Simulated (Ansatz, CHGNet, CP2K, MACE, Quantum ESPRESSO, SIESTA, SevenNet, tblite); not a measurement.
**Na+ TFSI- in propylene carbonate and ethylene carbonate at 330 K (114 atoms): one structure in several programs**

Wanted: errors and costs of other methods on Na+ TFSI- in propylene carbonate and ethylene carbonate at 330 K (114 atoms). A plane-wave run serves as the reference.

Program: Ansatz 0.2.0. Level of theory: Kohn-Sham DFT, PBE, PAW, plane waves. Results are calculated unless marked as measured.

**1. The starting structure**

The cell holds 114 atoms: 2 N, 4 S, 29 O, 29 C, 12 F, 36 H and 2 Na. Cell: a = 11.218 Å, b = 11.218 Å, c = 11.218 Å, α = 90.0°, β = 90.0°, γ = 90.0°. 4 propylene carbonate, 3 ethylene carbonate, 2 Na+, 2 TFSI- placed at random, at 1.5 g/cm³; overlaps pushed apart, then 10 ps at 550 K with Joung-Cheatham ions (J. Phys. Chem. B 112, 9020 (2008)); MMFF94 bonds, angles, torsions, charges and radii (Halgren, J. Comput. Chem. 17, 490 (1996)) in harmonic and 12-6 forms; charges of ions scaled by 0.8. Snapshot after 30 ps at 330 K and fixed volume. Then every atom was moved at random, 0.05 Å r.m.s. a Cartesian component (hydrogen 0.6 of that).

**2. Reference: Ansatz, plane waves**

The PAW files are the set soft_2.

File input.yaml:

```yaml
crystal:
  lattice:
    - [11.21847, 0.0, 0.0]
    - [0.0, 11.21847, 0.0]
    - [0.0, 0.0, 11.21847]
  atoms:
    - { symbol: "N", position: [0.45818, 0.52832, 0.44128] }
    - { symbol: S, position: [0.5529, 0.59488, 0.348] }
    - { symbol: O, position: [0.6614, 0.59671, 0.39742] }
    - { symbol: O, position: [0.50799, 0.68966, 0.28813] }
    [... 104 atom lines left out ...]
    - { symbol: H, position: [0.71346, 0.35138, 0.83858] }
    - { symbol: H, position: [0.73694, 0.43546, 0.97743] }
    - { symbol: H, position: [0.69377, 0.22547, 0.0594] }
    - { symbol: H, position: [0.73816, 0.16859, 0.92564] }
    - { symbol: Na, position: [0.79243, 0.75379, 0.49499] }
    - { symbol: Na, position: [0.42241, 0.17981, 0.68145] }
kpoints:
  mp_grid: { grid: [1, 1, 1] }
hamiltonian:
  xc: pbe
scf:
  occupations: { method: fermi_dirac, width: 0.05 }
output:
  forces: true
  eigenvalues: true
  populations: true
  stress: true
```

Run with:

```sh
$ ansatz run input.yaml --threads 8 --pin off --max-ram 15872MiB --backend cpu --events-out ev --progress --plain --runs-dir out
```

Numbers of over 12 decimals in the logs are rounded to 6 here.

Log:

```text
[...]
Pseudopotentials: kind: paw
Pseudopotential: N, paw, valence charge 5, recommended cutoff 420 eV (normal), N.paw.azcp
Pseudopotential: S, paw, valence charge 6, recommended cutoff 420 eV (normal), S.paw.azcp
Pseudopotential: O, paw, valence charge 6, recommended cutoff 420 eV (normal), O.paw.azcp
Pseudopotential: C, paw, valence charge 4, recommended cutoff 420 eV (normal), C.paw.azcp
Pseudopotential: F, paw, valence charge 7, recommended cutoff 420 eV (normal), F.paw.azcp
Pseudopotential: H, paw, valence charge 1, recommended cutoff 420 eV (normal), H.paw.azcp
Pseudopotential: Na, paw, valence charge 9, recommended cutoff 420 eV (normal), Na.paw.azcp
[... 5 lines on functional and potentials left out ...]
Crystal: 114 atoms, lattice volume = 1411.890 Å³
Basis set: ecut = 420 eV, 27609 PW (Γ), exchange–correlation on 150×150×150 points (8 copies of the dense FFT grid, shifted against one another)
Bands: 345, of which v1, the nominal top of the filled ones, is band 231 counted from 1 (230 counted from 0)
Symmetry: 1 space group operations
Space group: P1 (ITA 1), of the structure as read, at distance tolerance 1.1e-4 Å
k-points: 1
[... 15 lines on functional and potentials left out ...]
Initial density: superposition of atomic densities (neutral atoms: chi_scale 0, normalization atom), corrected by the library's trained network
Initial wavefunctions: pseudopotential atomic-orbital guess
[...]
SCF iter   1: F=—  HF=-41315.897030 eV  |F-HF|=—  |Δ(HF+E_count)|=         —  Δρ=6.74e-3  dr2=6.14e-1  ethr=1.77e-3  ⟨swp⟩=6.0  Hψ=1622  notcnv=0  defer=33
preconditioner: auto → Resta (q_TF=auto, 2.265 Å⁻¹)  ε∞=2.5  [insulator: Δε(μ)=4.065 eV  Ē_g=17.205 eV  σ=0.050 eV  W_gap=1.00  n_scr=256 (ndim 8)  ℏωp=21.0 eV  f_vac=0.303  D(μ)=0.00/eV (n_scr^D=0)  ε∞_Penn≈2.5]
[...]
SCF iter  10: F=—  HF=-41315.714780 eV  |F-HF|=—  |Δ(HF+E_count)|=   1.11e-7  Δρ=4.28e-6  dr2=2.57e-7  ethr=3.94e-10  ⟨swp⟩=2.0  Hψ=462  notcnv=0  defer=108
SCF iter  11: F=-41315.714780 eV  HF=-41315.714780 eV  |F-HF|=7.48e-9  |Δ(HF+E_count)|=   3.17e-9  Δρ=1.55e-6  dr2=3.47e-8  ethr=2.16e-11  ⟨swp⟩=15.0  Hψ=2123  notcnv=0
SCF 1 converged in 11 iterations: F = -41315.714780 eV  dr2 = 3.47e-8
[...]
SCF converged after 11 iterations
Free energy (F): -41315.714780 eV
Harris-Foulkes:  -41315.714780 eV  (|F-HF|=7.48e-9)
Internal energy: -41315.714780 eV  (E = F + TS)
E sigma→0 (E₀):  -41315.714780 eV
Fermi energy:    1.732498 eV
--- Per-component energies (eV) ---
[...]
Σ components = -41315.714780   (vs F -41315.714780, Δ=0.00e0)
--- Forces (eV/Å), atoms counted from 1 ---
  atom   1  N      1.41046108     0.45266207    -0.36081607
  atom   2  S     -7.12463928    -6.23494693     0.23143441
  atom   3  O      9.52927693     1.51758940     3.05982880
  atom   4  O     -3.02244414     5.97980316    -3.03605334
[...]
atom 114  Na    -0.32845136     0.31324018     0.18013245
  max |Σ_I F_I| component: 1.36e-4 eV/Å
--- Stress (GPa, compression-positive) ---
        7.357533      -1.060967      -0.637420
       -1.060968       5.529753       0.079013
       -0.637421       0.079013       5.136863
  P = ⅓ Tr σ = 6.0080 GPa (60.080 kbar)
--- Band table (eV) ---
  k-point 0: bands = ["-49.3647", "-49.0426", "-28.7154", "-28.1340", [... 329 levels ...], "10.7862", "10.8169", "10.8951", "10.9235", "10.9824", "11.0201", "11.0902", "11.1250", "11.1935", "11.2799", "11.3323", "11.3848"]
--- Löwdin populations: 114 sites ---
  site symbol       q [e]
     0      N      5.8996
     1      S      3.6926
     2      O      6.7564
[...]
113     Na      8.2254
  spilling = 0.013989 (of n_electrons = 462.000000)
```

It took 8.8 s on 8 threads of Arm Neoverse V2, shared host; peak memory 1.8 GiB.

Read from the output:

| Property | Result |
| --- | --- |
| free energy | -41315.7148 eV |
| free energy per atom | -362.4186 eV/atom |
| SCF cycles | 11 |
| pressure | 6.008 GPa |
| r.m.s. force component | 3.036 eV/Å |
| longest force | 18.61 eV/Å |
| Fermi energy | 1.732 eV |
| gap (highest filled to lowest empty level) | 3.776 eV |
| spilling of the projection | 0.01399 |

Length of the force by element:

```tsv
element	coordination	atoms	mean length of the force (eV/Å)	spread	least	most
C	all	29	5.37	3.13	1.72	15.5
F	all	12	2.65	1.46	1.04	5.64
H	all	36	1.74	1.01	0.146	5.70
N	all	2	2.63	1.10	1.52	3.73
Na	all	2	0.564	0.0757	0.488	0.640
O	all	29	4.95	4.34	1.15	18.3
S	all	4	9.63	5.72	2.82	18.6
```

Löwdin charges by element (they lack the spilled electrons, 0.057 e an atom on average):

```tsv
element	coordination	atoms	mean charge (e)	spread	least	most
C	all	29	0.189	0.419	-0.472	0.750
F	all	12	-0.215	0.0454	-0.317	-0.120
H	all	36	0.204	0.0256	0.131	0.263
N	all	2	-0.851	0.0488	-0.900	-0.802
Na	all	2	0.769	0.006	0.762	0.775
O	all	29	-0.433	0.210	-0.770	-0.138
S	all	4	2.24	0.0812	2.14	2.33
```

The levels nearest the highest filled one (over half full), pooled over k-points and spins:

```tsv
level less the highest filled one (eV)	occupation
-0.494	2
-0.467	2
-0.343	2
-0.227	2
-0.152	2
0	2
3.78	0
4.23	0
4.37	0
4.80	0
4.97	0
5.04	0
```

The run ends at a pressure of 6.01 GPa, with forces up to 19 eV/Å.

**3. The ladder**

The programs:
- CHGNet: machine-learned potential, published weights.
- CP2K 2026.2: Gaussian basis with GTH pseudopotentials and a plane-wave density; labels give functional, basis (MOLOPT sets; SR short-range, UZH the newer set with its own potentials), grid cutoff/relative cutoff and solver (OT: orbital transformation; TRS4, TC2, SIGN: linear-scaling purification with its sparsity filter), or its built-in tight binding.
- MACE: machine-learned potential, published weights.
- Quantum ESPRESSO 7.5: plane waves; labels (QE) give functional, pseudopotential set and cutoffs of waves/density.
- SIESTA 5.4.2: numerical atomic orbitals, whose automatically made sets are far from complete, with PseudoDojo norm-conserving potentials that we converted to its format (checked against plane waves on the same files for H, C, O, Si, Ge and Ca alone); labels give functional, basis size, energy shift and mesh cutoff.
- SevenNet: machine-learned potential, published weights.
- tblite 0.8.0: extended tight binding, driven from Python.

All use the same cell and atoms; the electronic-structure runs use the same k-mesh, and an electronic temperature of 580 K (0.05 eV) where levels are smeared.

Differences are against the plane-wave reference, forces as r.m.s. over components; share is that over the reference's r.m.s. force, slope the least-squares factor from reference forces to these. Total energies of different programs have different zeros and aren't compared.

```tsv
run	Δ force, r.m.s. (meV/Å)	share (%)	slope	Δ pressure (GPa)	Δ gap (eV)	cores	CPU time	memory (GiB)
reference	-	-	-	-	-	8	64 s	1.8
CHGNet r2SCAN potential	546	18.0	0.883	-2.05	-	1	3.9 s	1.7
CP2K PBE+D3(BJ), DZVP-MOLOPT-SR, 800/50 Ry, diagonalisation	237	7.81	1.045	0.307	-0.0035	4	5.7 min	6.4
CP2K PBE, DZVP-MOLOPT-SR, 400/50 Ry, diagonalisation (coarse)	277	9.12	1.040	0.974	-0.0054	2	3.4 min	1.9
CP2K PBE, DZVP-MOLOPT-SR, 800/50 Ry, diagonalisation	235	7.73	1.044	0.978	-0.0035	4	5.7 min	6.3
CP2K PBE, SZV-MOLOPT-SR, 800/50 Ry, TRS4 filter 1e-03, SCF 1e-04 (coarse)	4125	136	1.786	24.8	-	2	85 s	2.6
CP2K PBE, SZV-MOLOPT-SR, 800/50 Ry, diagonalisation (coarse)	4060	134	1.785	24.3	-1.48	2	4.2 min	4.8
MACE MP-0b2 small potential	383	12.6	0.960	0.208	-	1	6 s	0.71
QE PBE, sssp-1.3.0-efficiency, 60/480 Ry	104	3.44	1.015	0.279	-0.0107	4	11 min	3.8
SIESTA PBE, DZ, shift 0.01 Ry, mesh 500 Ry (coarse)	2260	74.4	1.357	11.6	-0.352	2	2.2 min	1.4
SIESTA PBE, DZP, shift 0.01 Ry, mesh 500 Ry	477	15.7	1.087	1.00	0.0974	2	4.5 min	2.1
SIESTA PBE, SZ, shift 0.01 Ry, mesh 500 Ry (coarse)	4315	142	1.718	32.6	-1.36	1	97 s	0.95
SIESTA PBE, SZ, shift 0.02 Ry, mesh 500 Ry (coarse)	4020	132	1.699	29.6	-1.51	1	89 s	0.85
SIESTA PBE, SZ, shift 0.02 Ry, mesh 500 Ry, orbital minimisation (coarse)	4020	132	1.699	29.6	-	2	2.3 min	1.1
SevenNet l3i5 potential	367	12.1	0.968	-0.719	-	1	9.7 s	1.9
tblite GFN2-xTB	587	19.3	0.879	-4.79	-	1	7.5 s	0.15
```

Rows marked coarse were listed beforehand as settings not expected to be converged; some can still land near the reference.

Times of the machine-learned potentials are mostly Python's start and the loading of weights.

CPU time is summed over cores on a shared host, where runs went side by side, so it is rough. Symmetry, cutoffs, thresholds, outputs and thread counts weren't matched or tuned between programs; memory under MPI is the largest rank's times the ranks.

Left out of this page: tblite IPEA1-xTB (killed or ended with an error).

Runs without a result: CP2K GFN1-xTB, diagonalisation (not converged, the SCF not settling); CP2K PBE, SZV-MOLOPT-SR, 800/50 Ry, TRS4 filter 1e-04, SCF 1e-05 (not converged, the SCF not settling); CP2K PBE, SZV-MOLOPT-SR, 800/50 Ry, TRS4 filter 1e-06, SCF 1e-06 (not converged, the SCF not settling); SIESTA PBE, SZ, shift 0.02 Ry, mesh 500 Ry, order-N, radius 3.5 Å, eta -2.98 eV (stopped at the start: stopping program Stopping Program from Node:    1); SIESTA PBE, SZ, shift 0.02 Ry, mesh 500 Ry, order-N, radius 6.5 Å, eta -2.98 eV (stopped at the start: stopping program Stopping Program from Node:    3).

Mean charges by element (e), by run and scheme:

```tsv
run	scheme	N	S	O	C	F	H
reference	Löwdin	-0.85	+2.24	-0.43	+0.19	-0.21	+0.20
CP2K PBE+D3(BJ), DZVP-MOLOPT-SR, 800/50 Ry, diagonalisation	Mulliken	-0.47	+0.58	-0.21	+0.05	-0.10	+0.09
CP2K PBE, DZVP-MOLOPT-SR, 800/50 Ry, diagonalisation	Mulliken	-0.47	+0.58	-0.21	+0.05	-0.10	+0.09
SIESTA PBE, DZP, shift 0.01 Ry, mesh 500 Ry	Hirshfeld	-0.26	+0.37	-0.14	+0.08	-0.05	+0.02
tblite GFN2-xTB	Mulliken	-0.58	+1.00	-0.36	+0.20	-0.17	+0.07
```

The reference's Löwdin charges lack the electrons that the projection spills, 0.057 e an atom on average.

Within one program, basis, potentials and functional, energies share a zero. Each run against its twin at the usual cutoff or grid and solver:

```tsv
run	twin	Δ energy (meV/atom)	Δ force, r.m.s. (meV/Å)	CPU time over the twin's
CP2K PBE, DZVP-MOLOPT-SR, 400/50 Ry, diagonalisation	DZVP-MOLOPT-SR, 800/50 Ry, diagonalisation	-2.80	185	0.60 (this twin ran on 4 cores)
CP2K PBE, SZV-MOLOPT-SR, 800/50 Ry, TRS4 filter 1e-03, SCF 1e-04	SZV-MOLOPT-SR, 800/50 Ry, diagonalisation	85.6	913	0.34
SIESTA PBE, SZ, shift 0.02 Ry, mesh 500 Ry, orbital minimisation	SZ, shift 0.02 Ry, mesh 500 Ry	0	0.223	1.5 (this twin ran on 1 cores)
```

**4. Outcome**

```json
{
  "reference r.m.s. force component": "3.04 eV/Å",
  "nearest in forces": "QE PBE, sssp-1.3.0-efficiency, 60/480 Ry, 3.4 %",
  "farthest in forces": "SIESTA PBE, SZ, shift 0.01 Ry, mesh 500 Ry (coarse), 142 %",
  "cheapest electronic-structure run beside the reference": "tblite GFN2-xTB, 7.5 s of CPU time"
}
```

PBE on plane waves or a grid with other potentials, cutoffs or grids, coarse settings apart, differs from the reference by 3.4 % (QE PBE, sssp-1.3.0-efficiency, 60/480 Ry) of the r.m.s. force; this holds the reference's own error, so differences of a few per cent don't tell which side is nearer the exact PBE result (QE's 60 Ry are 816 eV, against the reference's 420 eV). The PBE runs in local orbitals, coarse settings apart, differ by 7.7 % (CP2K PBE, DZVP-MOLOPT-SR, 800/50 Ry, diagonalisation) to 16 % (SIESTA PBE, DZP, shift 0.01 Ry, mesh 500 Ry); basis, grid and potentials can all enter. Tight binding differs by 19 % (tblite GFN2-xTB); it is another model, with fitted parameters of its own, and the xTB methods hold dispersion. Machine-learned potentials differ by 12 % (SevenNet l3i5 potential) to 18 % (CHGNet r2SCAN potential); they were trained on other programs' data, some at another functional. Rows with another functional or a dispersion term differ by 7.8 % (CP2K PBE+D3(BJ), DZVP-MOLOPT-SR, 800/50 Ry, diagonalisation), which mixes the change of model with differences of basis and potentials. Runs with settings chosen to be coarse differ by 9.1 % (CP2K PBE, DZVP-MOLOPT-SR, 400/50 Ry, diagonalisation) to 142 % (SIESTA PBE, SZ, shift 0.01 Ry, mesh 500 Ry), their programs' other errors included. One electronic-structure run takes under half the reference's CPU time: tblite GFN2-xTB, at 19 % in 7.5 s against 64 s; its pressure misses by -4.8 GPa. At the same functional, gaps differ from the reference's 3.78 eV by between -1.51 and +0.10 eV. In pressure, SIESTA PBE, SZ, shift 0.01 Ry, mesh 500 Ry misses by +32.6 GPa, at the same functional. Charges hang on model, scheme and program or settings: among these rows the mean for S runs from +0.37 to +2.24 e. In the reference: filled and empty levels are parted by 3.78 eV (at Γ alone); a semilocal functional tends to put such gaps too low. In a disordered cell it changes from sample to sample and from frame to frame. In the reference: mean Löwdin charges: C +0.19, F -0.21, H +0.20, N -0.85, Na +0.77, O -0.43 e (they miss 1.4 % of the electrons, so they add up to more than the cell's charge). Periodic xTB results under one method name differ between programs and library versions. Forces of 3.0 eV/Å r.m.s. are well above thermal ones: they come largely from the bond lengths of the classical model and from the random displacements, and they dominate the comparison. Machine-learned potentials mimic data converged in k, so the reference's own k-point error enters their differences. The network of contacts between molecules at the start is that of the classical potential that made the cell, and needn't be the one that DFT or experiment would give. The reference's PBE has no dispersion term, which matters for the binding between molecules or layers. The electronic-structure runs sample only Γ, in a cell whose shortest periodic width is 11 Å.

[Also dropped from logs without a mark: logging warnings of Python, and SIESTA's first energy breakdown and zero terms.]

[Logs are printed without paths, hosts, clocks, repeated set-up lines and the standing remarks that a program may print on its own settings, such as how far it seeks lower states.]

[Hosts, paths, dates, database ids (printed as entryN), source tags and the programs' standing remarks are cut or masked in the printed files.]

[The MMFF94 radii named for the starting cell were scaled by 0.96; in molecules described by MMFF94, hydrogen bound to N, O or S took a small fixed 12-6 site in their place.]
